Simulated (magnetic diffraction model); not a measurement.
# Nd2B3Te2: what an assumed order does to the neutron pattern

Space group C2/m (no. 12), a = 11.9350 Å, b = 3.6650 Å, c = 6.2340 Å, β = 105.77°.

```
site  atom       x  y       z
  4i    Nd  0.3932  0  0.1772
  4i    Te  0.1514  0  0.3854
  4i     B  0.2787  0  0.7351
  2c     B       0  0     1/2
```

This is a made-up structure (elements placed in a structure type, unrelaxed), so the numbers test the method and describe no known phase.

Only Nd is taken to order (form factors of Nd3+); orders and moment sizes are assumed, and not adapted to the symmetry. Radiation: neutrons of λ = 2.41 Å (absorption by B left out), 8° to 75°; isotropic B of 0.23 Å² (Nd), 0.21 Å² (Te) and 0.41 Å² (B). The intensities are simulated: I ∝ L Σ (|F_N|² + |F_M⊥|²) for unpolarised neutrons, with F_M = 2.695 fm/μB × Σ f(s) S exp(2πi Q·r) exp(−B s²) at Q = H ± k (one set where k and −k are equivalent), only the part normal to Q counting and L = 1/(sin²θ cos θ). For collinear order S is the moment m, which repeats by lattice and centring translations R with the sign exp(−2πi k·R). Form factors are spin-only for 3d ions and dipole or tabulated for f ions, scattering lengths are Sears's of 1992, and absorption is left out. A label names one of the reflections at its angle. The strongest nuclear line in the range is 100, and lines under 0.2 are left out.

Assume the order k = (0 0 1/2), collinear moments along [101], 2.8 μB on Nd; signs + at (0.3932, 0, 0.1772), − at (0.1068, 1/2, 0.8228).

Q: Where does magnetic intensity appear, and how strong is it?

```
2θ (°)       index  nuclear  magnetic
 11.53   (0 0 1/2)      0.0     136.7
 23.17     (0 0 1)     19.3       0.0
 23.84  (2 0 -1/2)      0.0       2.8
 24.22     (2 0 0)      6.3       0.0
 28.71    (2 0 -1)      1.2       0.0
 29.67   (2 0 1/2)      0.0       0.3
 35.07   (0 0 3/2)      0.0       0.2
 36.95  (2 0 -3/2)      0.0      23.6
 38.24     (2 0 1)      0.7       0.0
 40.38     (1 1 0)      0.7       0.0
 41.14  (1 1 -1/2)      0.0       4.4
 43.10   (1 1 1/2)      0.0      29.6
 45.25    (1 1 -1)     19.9       0.0
 47.09    (2 0 -2)      9.4       0.0
 47.37     (0 0 2)     12.7       0.0
 47.67  (4 0 -1/2)      0.0       3.3
 48.57   (2 0 3/2)      0.0       3.2
 48.80    (4 0 -1)     38.0       0.0
 48.84     (1 1 1)     57.2       0.0
 49.62     (4 0 0)      6.7       0.0
 52.08  (1 1 -3/2)      0.0      11.9
 52.87  (4 0 -3/2)      0.0       1.0
 53.14  (3 1 -1/2)      0.0      11.4
 54.15     (3 1 0)      4.6       0.0
 54.99    (3 1 -1)    100.0       0.0
 56.91   (1 1 3/2)      0.0       4.4
 58.52  (2 0 -5/2)      0.0       3.0
 59.45    (4 0 -2)      3.1       0.0
 59.52  (3 1 -3/2)      0.0      12.7
 60.16     (2 0 2)     65.3       0.0
 60.28   (0 0 5/2)      0.0       6.1
 61.00    (1 1 -2)     23.9       0.0
 61.61     (4 0 1)      7.7       0.0
 64.13     (3 1 1)     30.4       0.0
 66.84     (1 1 2)     20.2       0.0
 68.12  (4 0 -5/2)      0.0       3.2
 71.14    (2 0 -3)      1.0       0.0
 71.65  (1 1 -5/2)      0.0      11.3
 72.48   (3 1 3/2)      0.0       4.7
 74.11     (0 0 3)      4.6       0.0
 74.30  (5 1 -1/2)      0.0       2.8
 74.50    (5 1 -1)     17.6       0.0
```

The strongest magnetic line in the range is (0 0 1/2) at 11.53° (136.7). On top of the Lorentz factor, which all lines share, magnetic lines fade with angle because f falls: for Nd3+ it is 0.98, 0.90, 0.79 and 0.54 at sin θ/λ = 0.1, 0.2, 0.3 and 0.5 Å⁻¹, while nuclear lengths stay constant. The order has no net moment.

[Logs are printed without paths, hosts, clocks, repeated set-up lines and the standing remarks that a program may print on its own settings, such as how far it seeks lower states.]
